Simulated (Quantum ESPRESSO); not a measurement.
Consider KCaCl3 (Cm).

```cif
data_structure
_symmetry_space_group_name_H-M 'P 1'
_symmetry_Int_Tables_number 1
_cell_length_a 5.4074
_cell_length_b 5.4074
_cell_length_c 5.4065
_cell_angle_alpha 90.004
_cell_angle_beta 90.004
_cell_angle_gamma 90.022
_cell_volume 158.08
loop_
_atom_site_label
_atom_site_type_symbol
_atom_site_fract_x
_atom_site_fract_y
_atom_site_fract_z
_atom_site_occupancy
Ca1 Ca 0.49789 0.49789 0.48521 1
K2 K 0.99805 0.99805 0.99999 1
Cl3 Cl 0.99942 0.49552 0.48278 1
Cl4 Cl 0.50729 0.50729 0.98514 1
Cl5 Cl 0.49552 0.99942 0.48278 1
```

Absorber: atom 3, with 1 Ca at 2.70 Å and 1 Ca at 2.71 Å (linear, site symmetry 1). Method: Quantum ESPRESSO XSpectra, LDA, full core hole (charged cell), 5-atom cell with 5.4 Å between holes, 4×4×4 k points, dipole transitions, Lorentzian half width 0.32 eV up to 4 eV, rising linearly to 2.5 eV at 25 eV (counted from xe0, 1.9 eV below the zero used here).

Where do the maxima of the Cl K edge fall?

Main maxima up to 24 eV above the zero (height): 2.1 eV (1.32), 3.5 eV (1.36), 4.8 eV (1.38), 9.9 eV (0.85) and 14.9 eV (1.26). A K edge sees empty p states on the absorber. The total-energy difference plus the lowest empty eigenvalue puts the zero at 2827.08 eV. One term is added: -17.80 eV, since the hole is spin-paired here and a spin-polarised one costs that much less in the free atom (computed apart). The photon energy is then 2809.28 eV. The functional and the charged cell's background leave an error in such absolute values: in the free atom LDA prices this hole 9.7 eV below PBE (computed apart), and PBE is itself good to a few eV.

The Cl K spectrum (energy from the lowest empty level; intensity scaled to a mean of 1 over the first 20 eV; the points at xe0, where the cut of filled states can leave a spike, are interpolated; polarised curves are means over the symmetry-equivalent atoms):

```csv
E (eV),isotropic,ε ∥ x,ε ∥ z
-2.0,0.04,0.04,0.04
-1.0,0.06,0.06,0.06
0.0,0.12,0.11,0.13
1.0,0.50,0.46,0.59
2.0,1.27,1.19,1.44
3.0,1.22,1.34,0.98
4.0,1.19,1.31,0.96
5.0,1.38,1.49,1.16
6.0,1.18,1.33,0.88
7.0,0.85,1.01,0.54
8.0,0.72,0.80,0.56
9.0,0.79,0.78,0.79
10.0,0.85,0.80,0.95
11.0,0.81,0.76,0.92
12.0,0.84,0.80,0.93
13.0,1.00,0.95,1.10
14.0,1.18,1.12,1.31
15.0,1.26,1.21,1.36
16.0,1.19,1.16,1.24
17.0,1.08,1.08,1.09
18.0,1.02,1.02,1.00
19.0,1.00,1.02,0.97
20.0,1.01,1.04,0.96
21.0,1.01,1.04,0.96
22.0,1.02,1.04,0.98
23.0,1.03,1.05,1.00
24.0,1.07,1.09,1.02
25.0,1.12,1.15,1.06
26.0,1.16,1.19,1.10
27.0,1.17,1.19,1.12
28.0,1.13,1.14,1.12
29.0,1.08,1.08,1.10
30.0,1.04,1.02,1.06
31.0,0.99,0.97,1.03
32.0,0.95,0.94,0.99
```

The crystal has 2 inequivalent Cl sites and not all are shown here, while a measurement adds them all. The holes are only 5.4 Å apart, so the shape is probably not converged with cell size; no larger cell was run here. The structure is a computed Materials Project entry and may be a hypothetical form.

[Banner, clock and machine lines of the logs are left out without a mark of their own.]

[Logs are printed without paths, hosts, clocks, repeated set-up lines and the standing remarks that a program may print on its own settings, such as how far it seeks lower states.]

[Hosts, paths, dates, database ids (printed as entryN), source tags and the programs' standing remarks are cut or masked in the printed files.]

[Lists of maxima count a maximum above −3 eV only where it reaches 4 % of the highest in the window and stands out from its surroundings by 2 % of it (1.5 % where it reaches 55 %); shoulders and weaker maxima are passed over, and of the rest the first, up to two pre-edge ones and the few strongest are named.]
